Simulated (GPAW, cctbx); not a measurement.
# By hand: from a DFT structure factor to an extinction distance in GaSn2Se4

GaSn2Se4, I-42m (no. 121), a = 6.9771 Å, b = 6.9771 Å, c = 9.4029 Å, α = 90.00°, β = 90.00°, γ = 90.00°.

```
atom  mult.       x       y       z
 Sn1      4     1/2       0     3/4
 Se1      8  0.2749  0.2749  0.6113
 Ga1      2       0       0       0
```

The start was made by putting kin elements into a known structure type; the compound need not exist, or be stable, in this form.

A DFT run (GPAW, PBE, 450 eV, 4×4×4 k-points, Fermi–Dirac width 0.05 eV) gives the static X-ray structure factor of 002 as 83.873 e for the conventional cell; superposed free atoms give 84.229 e. **Problem.** Find the Fourier component V of the crystal potential and the two-beam extinction distance at 80 kV in both cases.

## Step 1: Geometry

The cell volume is Ω = 457.74 Å³ and d(002) = 4.7015 Å, so g = 1/d = 0.2127 Å⁻¹.

## Step 2: The nuclei

Electrons feel nuclei as well as electrons, so the nuclear charges are summed with the same phases.

Phase sums Σ exp(2πi h·x), turned so that the total is real and positive: Sn +4.000, Se -1.375, Ga -2.000. Then F_Z = 50 × (+4.000) + 34 × (-1.375) + 31 × (-2.000) = 91.26 e. The electron term has the same sign for this reflection.

## Step 3: Mott–Bethe

Poisson's equation, term by term, gives V = (e/4πε₀)(F_Z − F)/(πΩg²), with e/4πε₀ = 14.3996 V Å.

The prefactor is 14.3996 × 4.7015²/(π × 457.74) = 0.22134 V per electron. Free atoms: (91.26 − 84.229) × 0.22134 = 1.556 V. Crystal: (91.26 − 83.873) × 0.22134 = 1.635 V. F changes by -0.42 % and V by +5.1 %: the same 0.36 e is measured against F_Z − F = 7.0 e in place of F = 84.2 e.

## Step 4: Extinction distance

In the two-beam case ξ = 1/(λU) with U = 2γm₀eV/h², that is ξ = 150.41 V Å²/(γλV).

At 80 kV, λ = 0.04176 Å and γ = 1.1566. Free atoms: ξ = 2002 Å. Crystal: ξ = 1905 Å. The thickness fringes go as sin²(πt/ξ), so the two patterns slip by a quarter of a period when t|1/ξ₁ − 1/ξ₀| = 1/4, at t ≈ 988 nm, thicker than usual samples. Thermal motion, absorption and many-beam coupling, left out here, change a real pattern.

## Step 5: Answer

V(002) is 1.63 V against 1.56 V, and ξ is 1905 against 2002 Å. Limits: static atoms, two beams.

[Outputs are excerpts: Python notices, other lines and further rows are left out; steps that failed or that the build refused (PBEsol, TPSS) are not shown.]

[Logs are printed without paths, hosts, clocks, repeated set-up lines and the standing remarks that a program may print on its own settings, such as how far it seeks lower states.]
